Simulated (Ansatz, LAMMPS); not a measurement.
**Relaxing Zn2+ triflate in trimethyl phosphate and propylene carbonate, from a frame at 350 K (201 atoms)**

Aim: bring Zn2+ triflate in trimethyl phosphate and propylene carbonate, from a frame at 350 K (201 atoms) to a nearby minimum of the energy and see what moves.

Calculated with Ansatz 0.2.0; Kohn-Sham DFT, PBE+D4, PAW (set soft_2), plane waves.

## Step 1: The structure

The cell holds 201 atoms: 42 C, 51 O, 6 P, 84 H, 4 S, 12 F and 2 Zn. Its edges and angles: a = 13.385 Å, b = 13.385 Å, c = 13.385 Å, α = 90.0°, β = 90.0°, γ = 90.0°. 6 trimethyl phosphate, 5 propylene carbonate, 2 Zn2+, 4 triflate placed at random, at 1.44 g/cm³; overlaps pushed apart, then 10 ps at 550 K with divalent ions of Li, Roberts, Chakravorty and Merz (J. Chem. Theory Comput. 9, 2733 (2013)); MMFF94 bonds, angles, torsions, charges and radii (Halgren, J. Comput. Chem. 17, 490 (1996)) in harmonic and 12-6 forms; charges of ions scaled by 0.8. Snapshot after 30 ps at 350 K and fixed volume.

Limits known from the start: The network of contacts between molecules at the start is that of the classical potential that made the cell. The density was typed from a rule of thumb and may lie off the real one at this temperature. The Brillouin zone is sampled at Γ only, in a cell whose shortest periodic width is 13 Å.

## Step 2: How the cell was made

A classical potential supplies the starting structure, since it reaches far longer times than DFT.

This step: classical MD, divalent ions of Li, Roberts, Chakravorty and Merz (J. Chem. Theory Comput. 9, 2733 (2013)); MMFF94 bonds, angles, torsions, charges and radii (Halgren, J. Comput. Chem. 17, 490 (1996)) in harmonic and 12-6 forms; charges of ions scaled by 0.8 (LAMMPS 22 Jul 2025 - Update 4).

Input file in.lmp:

```
# Zn2+ triflate in trimethyl phosphate and propylene carbonate
units real
atom_style full
boundary p p p
bond_style harmonic
angle_style harmonic
dihedral_style opls
improper_style harmonic
special_bonds lj 0 0 0.5 coul 0 0 0.75
read_data data.lmp
neigh_modify delay 0 every 1 check yes one 4000
comm_modify cutoff 12.0
timestep 0.5
thermo_style custom step time temp pe press density
thermo_modify norm yes
# push overlapping molecules apart
pair_style soft 2.6
pair_coeff * * 0.0
variable a equal ramp(1,60)
fix ad all adapt 1 pair soft a * * v_a
velocity all create 550 49441 mom yes dist gaussian
fix lim all nve/limit 0.03
fix lan all langevin 550 550 50 49442 zero yes
thermo 1000
run 3000 post no
unfix ad
pair_style lj/cut/coul/long 9.0
pair_modify mix arithmetic tail yes
pair_coeff 1 1 0.0678 3.3680   # C
pair_coeff 2 2 0.0763 3.0430   # O
pair_coeff 3 3 0.2596 3.1940   # P
pair_coeff 4 4 0.0763 3.0960   # O
pair_coeff 5 5 0.0216 2.5400   # H
pair_coeff 6 6 0.0678 3.4070   # C
# [... 22 lines left out ...]
compute msd all msd com yes
thermo 7500
fix md all nvt temp 350 350 100
run 30000 post no
print "== T350: mean square displacement over the hold $(c_msd[4]:%.2f) A^2"
unfix md
uncompute msd
write_dump all custom T350.dump id type xs ys zs modify sort id
```

Started as:

```sh
$ lmp -in in.lmp -log none -nocite
```

Numbers of over 12 decimals in the logs are rounded to 6 here.

Log:

```text
LAMMPS (22 Jul 2025 - Update 4)
Reading data file ...
  orthogonal box = (0 0 0) to (13.38458 13.38458 13.38458)
  201 atoms
  orthogonal box = (0 0 0) to (13.38458 13.38458 13.38458)
  189 bonds
  325 angles
  284 dihedrals
  5 impropers
   Step          Time           Temp          PotEng         Press         Density
         0   0              550            0.76429361     2315.5364      1.4390001
      1000   500            564.3073       2.0034854      23842.494      1.4390001
      2000   1000           512.60876      1.8978997      23937.377      1.4390001
      3000   1500           489.85068      2.0844658      22589.939      1.4390001
Loop time of 0.366065 s on 1 MPI rank(s) for 3000 steps with 201 atoms
PPPM initialization ...
WARNING: System is not charge neutral, net charge = -0.00032
  G vector (1/distance) = 0.29684869
  grid = 8 8 8
  estimated relative force accuracy = 5.4611671e-05
   Step          Time           Temp          PotEng         Press         Density
      3000   1500           489.85068     -0.38280923     11381.2        1.4390001
      3100   1550           489.85068     -4.441604       9263.8755      1.4390001
      3200   1600           489.85068     -4.8637298      7030.4487      1.4390001
      3300   1650           489.85068     -4.9404295      6318.9508      1.4390001
[... 2 lines left out ...]
  Stopping criterion = max iterations
  Energy initial, next-to-last, final =
    -0.382809227737441  -4.93984713584879  -4.94042953513423
  Force two-norm initial, final = 771.17643 15.913919
  Iterations, force evaluations = 300 582
   Step          Time           Temp          PotEng         Press         Density
         0   0              550           -4.9404295      7002.569       1.4390001
      1000   500            486.03949     -3.5645004      171.76596      1.4390001
      2000   1000           517.46053     -3.6006668      9356.9737      1.4390001
Loop time of 1.34948 s on 1 MPI rank(s) for 2000 steps with 201 atoms
   Step          Time           Temp          PotEng         Press         Density
      2000   1000           517.46053     -3.6006668      9356.9737      1.4390001
[... 5 lines left out ...]
Loop time of 7.269 s on 1 MPI rank(s) for 10000 steps with 201 atoms
   Step          Time           Temp          PotEng         Press         Density
[... 4 lines left out ...]
Loop time of 3.51426 s on 1 MPI rank(s) for 5000 steps with 201 atoms
   Step          Time           Temp          PotEng         Press         Density
[... 2 lines left out ...]
     30000   29000          341.05539     -4.3005332      8643.5714      1.4390001
     37500   36500          354.82        -4.1614805      3307.3158      1.4390001
     45000   44000          333.90908     -4.2976588      8989.0887      1.4390001
     47000   46000          386.78012     -4.289653       1719.8518      1.4390001
Loop time of 20.7386 s on 1 MPI rank(s) for 30000 steps with 201 atoms
== T350: mean square displacement over the hold 5.62 A^2
```

Elapsed: 34 s, on 1 thread of Intel Xeon Platinum 8488C (Sapphire Rapids), shared host; peak memory 0.12 GiB.

The input also reads data.lmp (atoms, bonds and types; not printed here).

## Step 3: Single point at the start

The forces at the start show how far the geometry lies from a minimum of this functional.

Input file input.yaml:

```yaml
crystal:
  lattice:
    - [13.38458, 0.0, 0.0]
    - [0.0, 13.38458, 0.0]
    - [0.0, 0.0, 13.38458]
  atoms:
    - { symbol: C, position: [0.75994, 0.02319, 0.58056] }
    - { symbol: O, position: [0.72663, 0.92269, 0.57626] }
    - { symbol: P, position: [0.74368, 0.87557, 0.46912] }
    - { symbol: O, position: [0.69828, 0.92677, 0.37725] }
    - { symbol: O, position: [0.86265, 0.86189, 0.46273] }
    - { symbol: C, position: [0.91006, 0.87435, 0.37016] }
    - { symbol: O, position: [0.70672, 0.76264, 0.47424] }
    - { symbol: C, position: [0.74593, 0.70142, 0.55839] }
    - { symbol: H, position: [0.69998, 0.0769, 0.58101] }
    - { symbol: H, position: [0.8161, 0.04012, 0.52025] }
    - { symbol: H, position: [0.80922, 0.02591, 0.64822] }
    - { symbol: H, position: [0.98001, 0.84455, 0.37735] }
    - { symbol: H, position: [0.92274, 0.95474, 0.34967] }
    - { symbol: H, position: [0.86663, 0.84241, 0.30415] }
    - { symbol: H, position: [0.80107, 0.74855, 0.59724] }
    - { symbol: H, position: [0.69807, 0.67064, 0.61413] }
    - { symbol: H, position: [0.79346, 0.64938, 0.5136] }
    - { symbol: C, position: [0.05609, 0.17828, 0.32483] }
    - { symbol: O, position: [0.14602, 0.16417, 0.27362] }
    - { symbol: P, position: [0.13647, 0.1418, 0.15429] }
    - { symbol: O, position: [0.2385, 0.1365, 0.09777] }
    - { symbol: O, position: [0.07063, 0.04277, 0.14564] }
    - { symbol: C, position: [0.12166, 0.94867, 0.13661] }
    - { symbol: O, position: [0.0647, 0.22952, 0.11972] }
    - { symbol: C, position: [0.03961, 0.22205, 0.02279] }
    - { symbol: H, position: [0.99473, 0.20605, 0.28552] }
    - { symbol: H, position: [0.06701, 0.23113, 0.38652] }
    - { symbol: H, position: [0.03701, 0.10122, 0.35028] }
    - { symbol: H, position: [0.13866, 0.92249, 0.21584] }
    - { symbol: H, position: [0.18468, 0.94792, 0.0844] }
    - { symbol: H, position: [0.06492, 0.89653, 0.1099] }
    - { symbol: H, position: [0.09524, 0.25844, 0.97082] }
    [... 163 atom lines left out ...]
    - { symbol: C, position: [0.48611, 0.42455, 0.98425] }
    - { symbol: F, position: [0.49366, 0.5281, 0.9611] }
    - { symbol: F, position: [0.54995, 0.3845, 0.91684] }
    - { symbol: F, position: [0.52422, 0.41798, 0.08058] }
    - { symbol: Zn, position: [0.6055, 0.96633, 0.27843] }
    - { symbol: Zn, position: [0.32535, 0.14218, 0.98044] }
kpoints:
  mp_grid: { grid: [1, 1, 1] }
hamiltonian:
  xc: pbe
  dispersion: d4
scf:
  occupations: { method: fixed }
output:
  forces: true
  stress: true
  populations: intrinsic
  dos:
    method: { smearing: { sigma: 0.08 } }
    de: 0.1
    projected: { site_lists: { C: [C], F: [F], H: [H], O: [O], P: [P] } }
  eigenvalues: true
```

Started as:

```sh
$ ansatz run input.yaml --threads 4 --pin off --max-ram 8192MiB --backend cpu --events-out ev --progress --plain --runs-dir out
```

Log:

```text
Engine: ansatz 0.2.0, x86_64-unknown-linux-gnu
Pseudopotentials: kind: paw
Pseudopotential: C, paw, valence charge 4, recommended cutoff 420 eV (normal), C.paw.azcp
Pseudopotential: O, paw, valence charge 6, recommended cutoff 420 eV (normal), O.paw.azcp
Pseudopotential: P, paw, valence charge 5, recommended cutoff 420 eV (normal), P.paw.azcp
Pseudopotential: H, paw, valence charge 1, recommended cutoff 420 eV (normal), H.paw.azcp
Pseudopotential: S, paw, valence charge 6, recommended cutoff 420 eV (normal), S.paw.azcp
Pseudopotential: F, paw, valence charge 7, recommended cutoff 420 eV (normal), F.paw.azcp
Pseudopotential: Zn, paw, valence charge 12, recommended cutoff 420 eV (normal), Zn.paw.azcp
Functional definition: PBE
  parameter kappa = 0.804
  parameter beta = 0.066725
  exchange = pbe_x(kappa = kappa, mu = beta*pi^2/3)
  correlation = pbe_c(beta = beta)
Crystal: 201 atoms, lattice volume = 2397.807 Å³
Basis set: ecut = 420 eV, 46897 PW (Γ), exchange–correlation on 180×180×180 points (8 copies of the dense FFT grid, shifted against one another)
Bands: 561, of which v1, the nominal top of the filled ones, is band 360 counted from 1 (359 counted from 0)
Symmetry: 1 space group operations
Space group: P1 (ITA 1), of the structure as read, at distance tolerance 1.3e-4 Å
k-points: 1
Non-local potential: C, projectors of the file, l = 0: 2, l = 1: 2, l = 2: 1
Non-local potential: O, projectors of the file, l = 0: 2, l = 1: 2, l = 2: 1
Non-local potential: P, projectors of the file, l = 0: 2, l = 1: 2, l = 2: 2
Non-local potential: H, projectors of the file, l = 0: 2, l = 1: 1
Non-local potential: S, projectors of the file, l = 0: 2, l = 1: 2, l = 2: 2
Non-local potential: F, projectors of the file, l = 0: 2, l = 1: 2, l = 2: 1
Non-local potential: Zn, projectors of the file, l = 0: 2, l = 1: 2, l = 2: 3, l = 3: 1
PAW form: soft (Blöchl's): semilocal exchange-correlation on the pseudo side does not see the compensation charge
PAW one-centre angular grid: C, 110 points (default); XC on 64 Gauss nodes
PAW one-centre angular grid: O, 110 points (default); XC on 64 Gauss nodes
PAW one-centre angular grid: P, 110 points (default); XC on 64 Gauss nodes
PAW one-centre angular grid: H, 110 points (default); XC on 64 Gauss nodes
PAW one-centre angular grid: S, 110 points (default); XC on 64 Gauss nodes
PAW one-centre angular grid: F, 110 points (default); XC on 64 Gauss nodes
PAW one-centre angular grid: Zn, 590 points (default); XC on 64 Gauss nodes
Initial density: superposition of atomic densities (neutral atoms: chi_scale 0, normalization atom), corrected by the library's trained network
Initial wavefunctions: pseudopotential atomic-orbital guess
Functional: x = pbe(κ = 0.804, μ = 0.219515), c = pbe(β = 0.066725)
SCF iter   1: F=—  HF=-65282.025978 eV  |F-HF|=—  |Δ(HF+E_count)|=         —  Δρ=5.09e-3  dr2=8.98e-1  ethr=1.77e-3  ⟨swp⟩=5.0  Hψ=2109  notcnv=0  defer=196
preconditioner: auto → Resta (q_TF=auto, 2.233 Å⁻¹)  ε∞=2.5  [insulator: Δε(μ)=4.167 eV  Ē_g=16.199 eV  n_scr=460 (ndim 8)  ℏωp=20.0 eV  f_vac=0.303  ε∞_Penn≈2.5]
SCF iter   2: F=—  HF=-65281.790828 eV  |F-HF|=—  |Δ(HF+E_count)|=   2.35e-1  Δρ=2.63e-3  dr2=2.04e-1  ethr=1.25e-4  ⟨swp⟩=2.0  Hψ=946  notcnv=0  defer=199
SCF iter   3: F=—  HF=-65281.772125 eV  |F-HF|=—  |Δ(HF+E_count)|=   1.87e-2  Δρ=1.55e-3  dr2=7.21e-2  ethr=2.83e-5  ⟨swp⟩=3.0  Hψ=703  notcnv=0  defer=199
SCF iter   4: F=—  HF=-65281.757513 eV  |F-HF|=—  |Δ(HF+E_count)|=   1.46e-2  Δρ=5.56e-4  dr2=9.98e-3  ethr=1.00e-5  ⟨swp⟩=3.0  Hψ=708  notcnv=0  defer=199
SCF iter   5: F=—  HF=-65281.755466 eV  |F-HF|=—  |Δ(HF+E_count)|=   2.05e-3  Δρ=2.89e-4  dr2=2.12e-3  ethr=1.39e-6  ⟨swp⟩=3.0  Hψ=973  notcnv=0  defer=199
SCF iter   6: F=—  HF=-65281.754981 eV  |F-HF|=—  |Δ(HF+E_count)|=   4.85e-4  Δρ=1.07e-4  dr2=2.78e-4  ethr=2.95e-7  ⟨swp⟩=3.0  Hψ=728  notcnv=0  defer=199
SCF iter   7: F=—  HF=-65281.754937 eV  |F-HF|=—  |Δ(HF+E_count)|=   4.36e-5  Δρ=4.28e-5  dr2=4.56e-5  ethr=3.86e-8  ⟨swp⟩=3.0  Hψ=737  notcnv=0  defer=199
SCF iter   8: F=—  HF=-65281.755377 eV  |F-HF|=—  |Δ(HF+E_count)|=   4.40e-4  Δρ=2.24e-5  dr2=1.15e-5  ethr=6.34e-9  ⟨swp⟩=3.0  Hψ=899  notcnv=0  defer=199
SCF iter   9: F=—  HF=-65281.755373 eV  |F-HF|=—  |Δ(HF+E_count)|=   3.87e-6  Δρ=6.98e-6  dr2=1.41e-6  ethr=1.59e-9  ⟨swp⟩=3.0  Hψ=773  notcnv=0  defer=199
SCF iter  10: F=—  HF=-65281.755372 eV  |F-HF|=—  |Δ(HF+E_count)|=   4.21e-7  Δρ=3.89e-6  dr2=3.86e-7  ethr=1.96e-10  ⟨swp⟩=3.0  Hψ=715  notcnv=0  defer=197
SCF iter  11: F=-65281.755372 eV  HF=-65281.755372 eV  |F-HF|=3.12e-8  |Δ(HF+E_count)|=   1.04e-7  Δρ=1.42e-6  dr2=5.96e-8  ethr=1.39e-11  ⟨swp⟩=17.0  Hψ=4747  notcnv=0
SCF 1 converged in 11 iterations: F = -65281.755372 eV  dr2 = 5.96e-8
  greatest PAW one-centre occupation: 0.991 electrons in one spin orbital (limit 2), on the Zn atom at site 199 (counted from 0), in its partial waves of l = 2
SCF converged after 11 iterations
Free energy (F): -65281.755372 eV
Harris-Foulkes:  -65281.755372 eV  (|F-HF|=3.12e-8)
Internal energy: -65281.755372 eV  (E = F + TS)
E sigma→0 (E₀):  -65281.755372 eV
Fermi energy:    0.287741 eV
--- Per-component energies (eV) ---
  E_band       = -6133.306035
  E_kinetic    = 17660.208559
  E_local      = -78368.695853  (includes V_loc(G=0)·N_el)
  E_nonlocal   = 6149.597014
  E_hartree    = 31297.691884
  E_xc         = -8518.724904
  E_vxc        = -10310.588231  (∫ρ·V_xc dr)
  E_paw        = -24189.035314  (= ΣΔE_a)
  E_vpaw       = -3859.243156  (= ΣTr[D̂ρ^β])
  E_aug_tail   = 0.032763  (compensation charges beyond the density's cutoff)
  E_ewald      = -9301.066226
  E_disp       = -11.763295  (pairwise vdW)
  E_smearing   = -0.000000  (= −TS)
  E_closure    = -0.000000  (closes the sum)
  Σ components = -65281.755372   (vs F -65281.755372, Δ=0.00e0)
--- Forces (eV/Å), atoms counted from 1 ---
  atom   1  C      2.82775943     0.71270904     0.61477378
  atom   2  O     -0.65256622    -0.90256756    -0.69868822
  atom   3  P     -1.15842606    -0.26374824    -2.42871194
  atom   4  O      2.74719922    -1.48272072     4.29421820
  atom   5  O     -0.58862607     0.59754730     0.63958188
  atom   6  C     -2.01992745     1.83338130    -2.42051343
  atom   7  O     -1.24232258     0.33944146     1.33241850
  atom   8  C      3.04503961     0.88654480    -2.11130022
  atom   9  H     -0.45607934     0.19485956     0.01131232
  atom  10  H     -0.84839341     0.04351887     0.24795178
  atom  11  H     -0.76025316     0.39424431    -0.24985162
  atom  12  H      2.51421651    -1.45192645     0.11222702
  atom  13  H     -0.34889592    -0.39436914     0.42811231
  atom  14  H      0.61671411     0.05704701     1.10709100
[...]
atom 200  Zn    -1.46319545    -0.54331177     0.06965819
  atom 201  Zn    -0.16263660     0.32296555     2.03821879
  max |Σ_I F_I| component: 1.96e-4 eV/Å
--- Stress (GPa, compression-positive) ---
        2.497400      -0.324153       0.502355
       -0.324153       1.494689       0.374068
        0.502356       0.374069       2.736329
  P = ⅓ Tr σ = 2.2428 GPa (22.428 kbar)
--- Band table (eV) ---
  k-point 0: bands = ["-27.4723", "-26.9688", "-26.8911", "-26.7129", [... 545 levels ...], "10.8945", "10.9234", "10.9419", "10.9872", "11.0014", "11.0428", "11.0640", "11.0866", "11.1025", "11.1170", "11.1358", "11.1902"]
--- intrinsic populations: 201 sites ---
  site symbol       q [e]
     0      C      4.3122
     1      O      6.6090
     2      P      2.8926
[...]
200     Zn     10.4303
  spilling = 0.000000 (of n_electrons = 720.000000)
```

Run time: 40 s. Hardware: 4 threads of Intel Xeon Platinum 8488C (Sapphire Rapids), shared host; peak memory 3.8 GiB.

Read from the output:

```
free energy                                      : -65281.7554 eV
free energy per atom                             : -324.7849 eV/atom
SCF cycles                                       : 11
pressure                                         : 2.243 GPa
r.m.s. force component                           : 1.267 eV/Å
longest force                                    : 5.851 eV/Å
Fermi energy                                     : 0.2877 eV
gap (highest filled to lowest empty level) : 3.735 eV
```

The r.m.s. force component of 1.3 eV/Å and the pressure of 2.2 GPa set the starting point.

Neighbours are counted within 1.34 Å (H-C), 1.73 Å (O-C), 2.02 Å (O-P), 1.93 Å (O-S), 2.43 Å (O-Zn), 1.85 Å (C-C), 1.62 Å (C-F), 2.21 Å (C-S).

Length of the force by element and coordination:

```
element  coordination  atoms  mean length of the force (eV/Å)  spread  least  most
      C           all     42                             2.51   0.862  0.970  4.00
      C             3      5                             2.62   0.954   1.16  4.00
      C             4     37                             2.50   0.847  0.970  3.93
      F           all     12                             1.36   0.420  0.395  1.88
      H           all     84                             1.09   0.668  0.152  3.35
      O           all     51                             2.31    1.37  0.468  5.85
      O             1     12                             1.34   0.855  0.468  3.26
      O             2     39                             2.60    1.37  0.884  5.85
      P           all      6                             3.43    1.37   1.54  5.81
      S           all      4                             3.55    1.08   1.78  4.64
     Zn           all      2                             1.82   0.254   1.56  2.07
     Zn             5      1                             2.07       0   2.07  2.07
     Zn             6      1                             1.56       0   1.56  1.56
```

[end of part 1 of 3]

[Logs are printed without paths, hosts, clocks, repeated set-up lines and the standing remarks that a program may print on its own settings, such as how far it seeks lower states.]

[Hosts, paths, dates, database ids (printed as entryN), source tags and the programs' standing remarks are cut or masked in the printed files.]

[The MMFF94 radii named for the starting cell were scaled by 0.96; in molecules described by MMFF94, hydrogen bound to N, O or S took a small fixed 12-6 site in their place.]
